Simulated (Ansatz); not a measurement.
**Ca on Ta(110): change of the work function**

Aim: the work function of Ta(110) at several coverages of Ca (hollow site), and the dipole that each adsorbate carries.

Main program and level: Ansatz 0.2.0; plane-wave DFT, PBE, Ansatz PAW.

### 1. Starting point

The cell holds 4 atoms: 4 Ta. Cell: a = 2.867 Å, b = 2.867 Å, c = 25.022 Å, α = 90.0°, β = 90.0°, γ = 70.5°. Vacuum lies along c.

### 2. The clean slab

The bare slab comes first, as the zero from which every change is counted. The two lowest layers are held at bulk places and the upper ones relax. The dipole correction removes the false field that a one-sided slab makes across the periodic vacuum, so each face gets a flat vacuum level of its own.

Contents of input.yaml:

```yaml
crystal:
  lattice:
    - [2.3405234457, -1.655, 0.0]
    - [2.3405234457, 1.655, 0.0]
    - [0.0, 0.0, 25.0215703372]
  atoms:
    - { symbol: Ta, position: [0.0, 0.0, 0.3596896549] }
    - { symbol: Ta, position: [0.5, 0.5, 0.453229885] }
    - { symbol: Ta, position: [0.0, 0.0, 0.546770115] }
    - { symbol: Ta, position: [0.5, 0.5, 0.6403103451] }
kpoints:
  mp_grid: { grid: [12, 12, 1] }
hamiltonian:
  xc: pbe
scf:
  occupations: { method: fermi_dirac, width: 0.1 }
  convergence: { dr2_threshold: 1.0e-08 }
efield:
  axis: 3
  dipole_correction: true
  ramp_position: 0.97
  ramp_width: 0.06
relax:
  f_tol: 0.02
  max_steps: 60
  constraints: [{ sites: [0, 1] }]
output:
  write_potential: true
  write_density: true
  volumetric_format: npy
```

The run is started by

```bash
ansatz run input.yaml --threads 4 --pin off --max-ram 16384MiB --backend cpu --events-out ev --progress --plain --runs-dir out
```

What it wrote:

```text
Engine: ansatz 0.2.0, aarch64-unknown-linux-gnu
Pseudopotentials: kind: paw
Pseudopotential: Ta, paw, valence charge 13, recommended cutoff 420 eV (normal), Ta.paw.azcp
Functional definition: PBE
  parameter kappa = 0.804
  parameter beta = 0.066725
  exchange = pbe_x(kappa = kappa, mu = beta*pi^2/3)
  correlation = pbe_c(beta = beta)
Crystal: 4 atoms, lattice volume = 193.845 Å³
Basis set: ecut = 420 eV, 3793 PW (Γ), exchange–correlation on 40×40×360 points (8 copies of the dense FFT grid, shifted against one another)
Bands: 32, of which v1, the nominal top of the filled ones, is band 26 counted from 1 (25 counted from 0)
Symmetry: 4 space group operations
k-points: 43 of 144
Non-local potential: Ta, projectors of the file, l = 0: 3, l = 1: 2, l = 2: 2, l = 3: 1
PAW form: soft (Blöchl's): semilocal exchange-correlation on the pseudo side does not see the compensation charge
PAW one-centre angular grid: Ta, 590 points (default); XC on 64 Gauss nodes
Initial density: superposition of atomic densities (neutral atoms: chi_scale 0, normalization atom), corrected by the library's trained network
Initial wavefunctions: pseudopotential atomic-orbital guess
Functional: x = pbe(κ = 0.804, μ = 0.219515), c = pbe(β = 0.066725)
SCF iter   1: F=—  HF=-39726.805781 eV  |F-HF|=—  |Δ(HF+E_count)|=         —  Δρ=5.76e-3  dr2=1.31e0  ethr=1.77e-3  p=0.000 e·Å  D=2.87e-15 V/Å  ΔV_dip=-0.00 eV  dr2_dipole=3.97e-7  V_vac-E_F(+/−)=4.99/4.99 eV  ⟨swp⟩=7.2  Hψ=6700  notcnv=0
efield: sawtooth ramp at fractional position 0.9700 (set: `efield.ramp_position`, or a place that a band, a saddle search or an elastic batch's reference lends), width 0.0600; the density the first Hamiltonian is built on has a dipole p = 0.000 e·Å; the dipole correction subtracts the counter field D = 2.87e-15 V/Å, which shifts the + side's vacuum level by -0.00 eV against the − side's; the planar-averaged density in the ramp window peaks in size at 1.7e-5 e/Å³
preconditioner: auto → LDOS  [metal: Δε(μ)=0.027 eV  Ē_g=3.845 eV  σ=0.100 eV  W_gap=0.07  n_scr=16 (ndim 8)  ℏωp=11.9 eV  f_vac=0.544  D(μ)=5.69/eV (n_scr^D=18)  β→1.0]
SCF iter   2: F=—  HF=-39726.762829 eV  |F-HF|=—  |Δ(HF+E_count)|=   4.30e-2  Δρ=1.63e-3  dr2=8.36e-3  ethr=1.77e-3  p=0.000 e·Å  D=1.67e-5 V/Å  ΔV_dip=-0.00 eV  dr2_dipole=3.15e-7  V_vac-E_F(+/−)=4.81/4.81 eV  ⟨swp⟩=1.4  Hψ=1741  notcnv=0
SCF iter   3: F=—  HF=-39726.763830 eV  |F-HF|=—  |Δ(HF+E_count)|=   1.00e-3  Δρ=5.10e-4  dr2=2.77e-3  ethr=1.61e-5  p=0.000 e·Å  D=3.06e-6 V/Å  ΔV_dip=-0.00 eV  dr2_dipole=3.35e-9  V_vac-E_F(+/−)=4.83/4.83 eV  ⟨swp⟩=2.9  Hψ=2823  notcnv=0
SCF iter   4: F=—  HF=-39726.763797 eV  |F-HF|=—  |Δ(HF+E_count)|=   3.32e-5  Δρ=1.73e-4  dr2=1.10e-4  ethr=5.34e-6  p=0.000 e·Å  D=2.16e-6 V/Å  ΔV_dip=-0.00 eV  dr2_dipole=4.75e-12  V_vac-E_F(+/−)=4.82/4.82 eV  ⟨swp⟩=2.3  Hψ=2226  notcnv=0
SCF iter   5: F=—  HF=-39726.763802 eV  |F-HF|=—  |Δ(HF+E_count)|=   5.00e-6  Δρ=5.33e-5  dr2=4.45e-6  ethr=2.12e-7  p=0.000 e·Å  D=1.34e-6 V/Å  ΔV_dip=-0.00 eV  dr2_dipole=4.23e-11  V_vac-E_F(+/−)=4.81/4.81 eV  ⟨swp⟩=2.5  Hψ=2216  notcnv=0
SCF iter   6: F=—  HF=-39726.763676 eV  |F-HF|=—  |Δ(HF+E_count)|=   1.25e-4  Δρ=2.05e-5  dr2=1.62e-6  ethr=8.57e-9  p=0.000 e·Å  D=6.97e-7 V/Å  ΔV_dip=-0.00 eV  dr2_dipole=2.92e-13  V_vac-E_F(+/−)=4.81/4.81 eV  ⟨swp⟩=2.7  Hψ=2519  notcnv=0
SCF iter   7: F=—  HF=-39726.763677 eV  |F-HF|=—  |Δ(HF+E_count)|=   4.16e-7  Δρ=5.04e-6  dr2=4.42e-8  ethr=3.12e-9  p=0.000 e·Å  D=3.02e-7 V/Å  ΔV_dip=-0.00 eV  dr2_dipole=1.73e-12  V_vac-E_F(+/−)=4.81/4.81 eV  ⟨swp⟩=2.7  Hψ=2586  notcnv=0
SCF iter   8: F=-39726.763677 eV  HF=-39726.763677 eV  |F-HF|=1.95e-8  |Δ(HF+E_count)|=   7.49e-8  Δρ=1.58e-6  dr2=3.85e-9  ethr=1.92e-11  p=0.000 e·Å  D=1.31e-7 V/Å  ΔV_dip=-0.00 eV  dr2_dipole=1.82e-13  V_vac-E_F(+/−)=4.81/4.81 eV  ⟨swp⟩=10.9  Hψ=10415  notcnv=0
SCF 1 converged in 8 iterations: F = -39726.763677 eV  dr2 = 3.85e-9
  greatest PAW one-centre occupation: 0.999 electrons in one spin orbital (limit 2), on the Ta atom at site 0 (counted from 0), in its partial waves of l = 0
relax step   1: F+E_penalty+E_count = -39726.76367691 eV  Δ(F+E_penalty+E_count) = +0.000e0 eV  max|allowed force component| = 4.148e-1 eV/Å  Δτ_max = 0.0000 Å  (8 SCF iters, accepted)
Initial density: handed on by an earlier stage of this run
Initial wavefunctions: those handed on with the density
iter 1 solved again at ethr=2.39e-3 eV; its pass at ethr=3.10e-3 eV (dr2=1.24e0 eV) is discarded
SCF iter   1: F=—  HF=-39726.839725 eV  |F-HF|=—  |Δ(HF+E_count)|=         —  Δρ=9.90e-3  dr2=1.15e0  ethr=2.39e-3  p=0.000 e·Å  D=1.07e-6 V/Å  ΔV_dip=-0.00 eV  dr2_dipole=5.18e-3  V_vac-E_F(+/−)=4.85/4.85 eV  ⟨swp⟩=1.1  Hψ=5524  notcnv=0
efield: sawtooth ramp at fractional position 0.9700 (set: `efield.ramp_position`, or a place that a band, a saddle search or an elastic batch's reference lends), width 0.0600; the density the first Hamiltonian is built on has a dipole p = 0.000 e·Å; the dipole correction subtracts the counter field D = 1.07e-6 V/Å, which shifts the + side's vacuum level by -0.00 eV against the − side's; the planar-averaged density in the ramp window peaks in size at 9.3e-6 e/Å³
preconditioner: auto → LDOS  [metal: Δε(μ)=0.002 eV  Ē_g=3.957 eV  σ=0.100 eV  W_gap=0.00  n_scr=16 (ndim 8)  ℏωp=11.9 eV  f_vac=0.555  D(μ)=5.52/eV (n_scr^D=18)  β→1.0]
SCF iter   2: F=—  HF=-39726.769057 eV  |F-HF|=—  |Δ(HF+E_count)|=   7.07e-2  Δρ=5.59e-3  dr2=2.66e-1  ethr=2.21e-3  p=0.012 e·Å  D=1.12e-2 V/Å  ΔV_dip=-0.28 eV  dr2_dipole=6.71e-3  V_vac-E_F(+/−)=4.53/4.81 eV  ⟨swp⟩=3.0  Hψ=2184  notcnv=0
SCF iter   3: F=—  HF=-39726.745759 eV  |F-HF|=—  |Δ(HF+E_count)|=   2.33e-2  Δρ=1.82e-3  dr2=2.99e-2  ethr=5.11e-4  p=0.006 e·Å  D=5.53e-3 V/Å  ΔV_dip=-0.14 eV  dr2_dipole=1.11e-3  V_vac-E_F(+/−)=4.69/4.83 eV  ⟨swp⟩=3.1  Hψ=2953  notcnv=0
SCF iter   4: F=—  HF=-39726.742032 eV  |F-HF|=—  |Δ(HF+E_count)|=   3.73e-3  Δρ=4.37e-4  dr2=8.85e-4  ethr=5.74e-5  p=0.006 e·Å  D=5.97e-3 V/Å  ΔV_dip=-0.15 eV  dr2_dipole=2.49e-5  V_vac-E_F(+/−)=4.67/4.82 eV  ⟨swp⟩=2.3  Hψ=2120  notcnv=0
SCF iter   5: F=—  HF=-39726.742227 eV  |F-HF|=—  |Δ(HF+E_count)|=   1.95e-4  Δρ=1.46e-4  dr2=1.02e-4  ethr=1.70e-6  p=0.006 e·Å  D=5.82e-3 V/Å  ΔV_dip=-0.15 eV  dr2_dipole=1.05e-5  V_vac-E_F(+/−)=4.68/4.82 eV  ⟨swp⟩=2.2  Hψ=2050  notcnv=0
SCF iter   6: F=—  HF=-39726.742256 eV  |F-HF|=—  |Δ(HF+E_count)|=   2.93e-5  Δρ=4.66e-5  dr2=2.46e-5  ethr=1.96e-7  p=0.006 e·Å  D=5.53e-3 V/Å  ΔV_dip=-0.14 eV  dr2_dipole=6.35e-6  V_vac-E_F(+/−)=4.68/4.82 eV  ⟨swp⟩=2.4  Hψ=2107  notcnv=0
SCF iter   7: F=—  HF=-39726.742246 eV  |F-HF|=—  |Δ(HF+E_count)|=   1.02e-5  Δρ=1.66e-5  dr2=2.34e-6  ethr=4.72e-8  p=0.006 e·Å  D=5.42e-3 V/Å  ΔV_dip=-0.14 eV  dr2_dipole=1.74e-8  V_vac-E_F(+/−)=4.69/4.82 eV  ⟨swp⟩=2.3  Hψ=1764  notcnv=0
SCF iter   8: F=—  HF=-39726.742124 eV  |F-HF|=—  |Δ(HF+E_count)|=   1.22e-4  Δρ=4.53e-6  dr2=6.34e-8  ethr=4.51e-9  p=0.006 e·Å  D=5.34e-3 V/Å  ΔV_dip=-0.13 eV  dr2_dipole=2.64e-9  V_vac-E_F(+/−)=4.69/4.82 eV  ⟨swp⟩=2.0  Hψ=1815  notcnv=0
SCF iter   9: F=—  HF=-39726.742124 eV  |F-HF|=—  |Δ(HF+E_count)|=   6.07e-8  Δρ=1.58e-6  dr2=1.93e-8  ethr=1.92e-11  p=0.006 e·Å  D=5.32e-3 V/Å  ΔV_dip=-0.13 eV  dr2_dipole=5.06e-9  V_vac-E_F(+/−)=4.69/4.82 eV  ⟨swp⟩=11.3  Hψ=10973  notcnv=0
SCF iter  10: F=-39726.742124 eV  HF=-39726.742124 eV  |F-HF|=1.79e-9  |Δ(HF+E_count)|=   1.34e-8  Δρ=5.81e-7  dr2=1.34e-9  ethr=1.92e-11  p=0.006 e·Å  D=5.31e-3 V/Å  ΔV_dip=-0.13 eV  dr2_dipole=4.40e-10  V_vac-E_F(+/−)=4.69/4.82 eV  ⟨swp⟩=10.0  Hψ=9405  notcnv=0
SCF 2 converged in 10 iterations: F = -39726.742124 eV  dr2 = 1.34e-9
  greatest PAW one-centre occupation: 1.000 electrons in one spin orbital (limit 2), on the Ta atom at site 3 (counted from 0), in its partial waves of l = 0
relax step   2: F+E_penalty+E_count = -39726.74212442 eV  Δ(F+E_penalty+E_count) = +2.155e-2 eV  max|allowed force component| = 7.793e-1 eV/Å  Δτ_max = 0.1926 Å  (10 SCF iters, rejected (line search))
iter 1 solved again at ethr=8.38e-4 eV; its pass at ethr=3.10e-3 eV (dr2=4.36e-1 eV) is discarded
SCF iter   1: F=—  HF=-39726.815846 eV  |F-HF|=—  |Δ(HF+E_count)|=         —  Δρ=5.63e-3  dr2=4.24e-1  ethr=8.38e-4  p=0.006 e·Å  D=5.31e-3 V/Å  ΔV_dip=-0.13 eV  dr2_dipole=4.73e-3  V_vac-E_F(+/−)=4.67/4.80 eV  ⟨swp⟩=1.2  Hψ=4821  notcnv=0
efield: sawtooth ramp at fractional position 0.9700 (set: `efield.ramp_position`, or a place that a band, a saddle search or an elastic batch's reference lends), width 0.0600; the density the first Hamiltonian is built on has a dipole p = 0.006 e·Å; the dipole correction subtracts the counter field D = 5.31e-3 V/Å, which shifts the + side's vacuum level by -0.13 eV against the − side's; the planar-averaged density in the ramp window peaks in size at 5.6e-6 e/Å³
preconditioner: auto → LDOS  [metal: Δε(μ)=0.011 eV  Ē_g=3.847 eV  σ=0.100 eV  W_gap=0.03  n_scr=16 (ndim 8)  ℏωp=11.9 eV  f_vac=0.548  D(μ)=5.97/eV (n_scr^D=30)  β→1.0]
SCF iter   2: F=—  HF=-39726.790129 eV  |F-HF|=—  |Δ(HF+E_count)|=   2.57e-2  Δρ=3.00e-3  dr2=5.27e-2  ethr=8.15e-4  p=-0.002 e·Å  D=-1.66e-3 V/Å  ΔV_dip=0.04 eV  dr2_dipole=2.68e-3  V_vac-E_F(+/−)=4.86/4.82 eV  ⟨swp⟩=2.7  Hψ=2118  notcnv=0
SCF iter   3: F=—  HF=-39726.784849 eV  |F-HF|=—  |Δ(HF+E_count)|=   5.28e-3  Δρ=1.14e-3  dr2=1.41e-2  ethr=1.01e-4  p=0.002 e·Å  D=2.13e-3 V/Å  ΔV_dip=-0.05 eV  dr2_dipole=1.26e-3  V_vac-E_F(+/−)=4.77/4.82 eV  ⟨swp⟩=2.8  Hψ=2591  notcnv=0
SCF iter   4: F=—  HF=-39726.783334 eV  |F-HF|=—  |Δ(HF+E_count)|=   1.52e-3  Δρ=3.41e-4  dr2=1.45e-3  ethr=2.72e-5  p=0.002 e·Å  D=1.77e-3 V/Å  ΔV_dip=-0.04 eV  dr2_dipole=2.49e-4  V_vac-E_F(+/−)=4.77/4.82 eV  ⟨swp⟩=2.0  Hψ=1772  notcnv=0
SCF iter   5: F=—  HF=-39726.783268 eV  |F-HF|=—  |Δ(HF+E_count)|=   6.56e-5  Δρ=1.01e-4  dr2=7.32e-5  ethr=2.78e-6  p=0.002 e·Å  D=1.73e-3 V/Å  ΔV_dip=-0.04 eV  dr2_dipole=4.36e-6  V_vac-E_F(+/−)=4.77/4.82 eV  ⟨swp⟩=2.1  Hψ=1774  notcnv=0
SCF iter   6: F=—  HF=-39726.783249 eV  |F-HF|=—  |Δ(HF+E_count)|=   1.90e-5  Δρ=2.91e-5  dr2=2.16e-6  ethr=1.41e-7  p=0.002 e·Å  D=1.85e-3 V/Å  ΔV_dip=-0.05 eV  dr2_dipole=9.87e-8  V_vac-E_F(+/−)=4.77/4.82 eV  ⟨swp⟩=2.8  Hψ=2503  notcnv=0
SCF iter   7: F=—  HF=-39726.783127 eV  |F-HF|=—  |Δ(HF+E_count)|=   1.22e-4  Δρ=1.01e-5  dr2=3.48e-7  ethr=4.15e-9  p=0.002 e·Å  D=1.92e-3 V/Å  ΔV_dip=-0.05 eV  dr2_dipole=1.11e-8  V_vac-E_F(+/−)=4.77/4.82 eV  ⟨swp⟩=2.3  Hψ=2301  notcnv=0
SCF iter   8: F=—  HF=-39726.783127 eV  |F-HF|=—  |Δ(HF+E_count)|=   2.34e-7  Δρ=2.98e-6  dr2=4.09e-8  ethr=6.70e-10  p=0.002 e·Å  D=1.98e-3 V/Å  ΔV_dip=-0.05 eV  dr2_dipole=1.09e-10  V_vac-E_F(+/−)=4.77/4.82 eV  ⟨swp⟩=2.3  Hψ=2073  notcnv=0
SCF iter   9: F=-39726.783127 eV  HF=-39726.783127 eV  |F-HF|=3.39e-9  |Δ(HF+E_count)|=   3.83e-8  Δρ=1.03e-6  dr2=5.51e-9  ethr=1.92e-11  p=0.002 e·Å  D=1.99e-3 V/Å  ΔV_dip=-0.05 eV  dr2_dipole=6.10e-10  V_vac-E_F(+/−)=4.77/4.82 eV  ⟨swp⟩=10.8  Hψ=10464  notcnv=0
SCF 3 converged in 9 iterations: F = -39726.783127 eV  dr2 = 5.51e-9
relax step   3: F+E_penalty+E_count = -39726.78312741 eV  Δ(F+E_penalty+E_count) = -1.945e-2 eV  max|allowed force component| = 1.779e-2 eV/Å  Δτ_max = 0.0888 Å  (9 SCF iters, accepted)
NSCF: frozen V_eff on 43 k-points
the band table was solved once a step of the walk had ended and its energy, with any forces and stress, was formed, with the checks that follow a solve (7258 applications of the Hamiltonian). They found nothing against the state; the energy, forces and stress were not computed again (output.eigenvalues in the input reference)
WARN: The output density's exchange-correlation potential varies sharply where the density is thin. Do not read a vacuum level from v_tot or v_xc, or from such a field of the output density. On a cell that repeats whose density bears no net charge and no dipole along the vacuum's axis use v_es (v_loc + v_h of the components); under efield.dipole_correction with no amplitude use v_es + v_field, which holds any externa [...]
SCF converged after 9 iterations
Free energy (F): -39726.783127 eV
Harris-Foulkes:  -39726.783127 eV  (|F-HF|=3.39e-9)
Internal energy: -39726.594280 eV  (E = F + TS)
E sigma→0 (E₀):  -39726.688704 eV
Entropy (-TS):   -0.188848 eV (-47.212 meV/atom)
Fermi energy:    4.106388 eV
Dipole field:    D = 0.002028 V/Å  (p = 0.002172 e·Å, saw-weighted, corrected)
Work function:   Φ+ = 4.7668 eV   Φ− = 4.8176 eV
Levels:          The Fermi level and band energies are counted from a zero that moves with the ramp; work functions are not
--- Per-component energies (eV) ---
  E_band       = -1175.816873
  E_kinetic    = 1457.922004
  E_local      = -55624.545187  (includes V_loc(G=0)·N_el)
  E_nonlocal   = 59.651063
  E_hartree    = 27096.646443
  E_xc         = -870.143284
  E_vxc        = -811.251716  (∫ρ·V_xc dr)
  E_paw        = -33585.914433  (= ΣΔE_a)
  E_vpaw       = -450.895849  (= ΣTr[D̂ρ^β])
  E_aug_tail   = 0.000571  (compensation charges beyond the density's cutoff)
  E_efield     = 0.000002  (sawtooth field / dipole correction)
  E_vefield    = 0.002282  (∫n·V_field dr)
  E_ewald      = 21739.788541
  E_smearing   = -0.188848  (= −TS)
  E_closure    = -0.000000  (closes the sum)
  Σ components = -39726.783127   (vs F -39726.783127, Δ=0.00e0)
--- Forces (eV/Å), atoms counted from 1 ---
  atom   1  Ta     0.00000000     0.00000000     0.43128867
  atom   2  Ta     0.00000000     0.00000000    -0.43322402
  atom   3  Ta     0.00000000     0.00000000    -0.01585177
  atom   4  Ta     0.00000000     0.00000000     0.01778526
  max |Σ_I F_I| component: 1.87e-6 eV/Å
--- Band table (eV; the first three rows and the last of 43) ---
  k-point 0: bands = [... 22 lower, 3.5859, 3.8018, 3.9092, 4.4738, 4.5203, 4.6621, 5.1191, 5.3470, ... 2 higher]
  k-point 1: bands = [... 22 lower, 3.5025, 3.7840, 3.9078, 4.2606, 4.4534, 4.7338, 5.0508, 5.2065, ... 2 higher]
  k-point 2: bands = [... 22 lower, 3.3305, 3.6231, 3.8165, 3.9022, 4.1304, 4.4107, 5.2264, 5.4658, ... 2 higher]
  k-point 42: bands = [... 22 lower, 2.9030, 3.3565, 4.2352, 5.6752, 5.9858, 6.4812, 6.5254, 6.5718, ... 2 higher]
--- Relaxed structure (3 steps of the walk, 2 accepted, 0 SCFs on fresh bases) ---
  F+E_penalty+E_count = -39726.78312741 eV   max|allowed force component| = 1.779e-2 eV/Å
  atoms:
    - { symbol: Ta, position: [0.0, 0.0, 0.3596896549] }
    - { symbol: Ta, position: [0.5, 0.5, 0.453230] }
    - { symbol: Ta, position: [0.0, 0.0, 0.546866] }
    - { symbol: Ta, position: [0.5, 0.5, 0.636762] }
```

It took 19 s on 4 threads of Arm Neoverse V1, shared host; peak memory 0.57 GiB.

Relaxation path:

```csv
step,energy less that of the first step (eV),largest force component (eV/Å)
1,0.0000,0.4148
2,0.0216,0.7793
3,-0.0194,0.0178
```

Relaxation step 2 was tried and not accepted.

The run keeps the 4 symmetry operations that the program found, so distortions that break them were not tested.

The atoms that moved most (Å):

```csv
atom,dx,dy,dz,length
Ta4,0.000,0.000,-0.089,0.089
```

Final coordinates:

```xyz
4
Lattice="2.3405 -1.6550 0.0000 2.3405 1.6550 0.0000 0.0000 0.0000 25.0216" Properties=species:S:1:pos:R:3
Ta    0.0000    0.0000    9.0000
Ta    2.3405    0.0000   11.3405
Ta    0.0000    0.0000   13.6834
Ta    2.3405    0.0000   15.9328
```

This step gave:

- energy at zero smearing: -39726.6887 eV
- work function, upper face: 4.767 eV
- work function, lower face: 4.818 eV
- dipole along the normal: 0.002172 e·Å
- step between the vacuum levels: -0.05074 eV

Running mean over 2.341 Å of the planar mean; the ramp of the sawtooth is left out. Electron's electrostatic potential energy less the Fermi level against z:

```csv
z (Å),electron's electrostatic potential energy less the Fermi level (eV)
4,4.82
5,4.80
6,4.62
7,2.96
8,-5.19
9,-10.1
10,-10.0
11,-9.98
12,-9.96
13,-9.96
14,-10.3
15,-10.9
16,-10.1
17,-4.55
18,3.18
19,4.60
20,4.75
21,4.77
```

The relaxation took 3 steps and lowered the energy by 0.019 eV; the largest force on the free atoms ends at 0.018 eV/Å.

The work function of the upper face is 4.77 eV.

(Continued in part 2 of 3.)

[Long decimals in the printed logs are rounded to 6 places.]

[Logs are printed without paths, hosts, clocks, repeated set-up lines and the standing remarks that a program may print on its own settings, such as how far it seeks lower states.]

[Hosts, paths, dates, database ids (printed as entryN), source tags and the programs' standing remarks are cut or masked in the printed files.]

[Maps of the electrostatic potential energy from Ansatz leave out the sawtooth potential of an applied field or a dipole correction, so their vacuum need not be flat; planar profiles and work functions include it.]
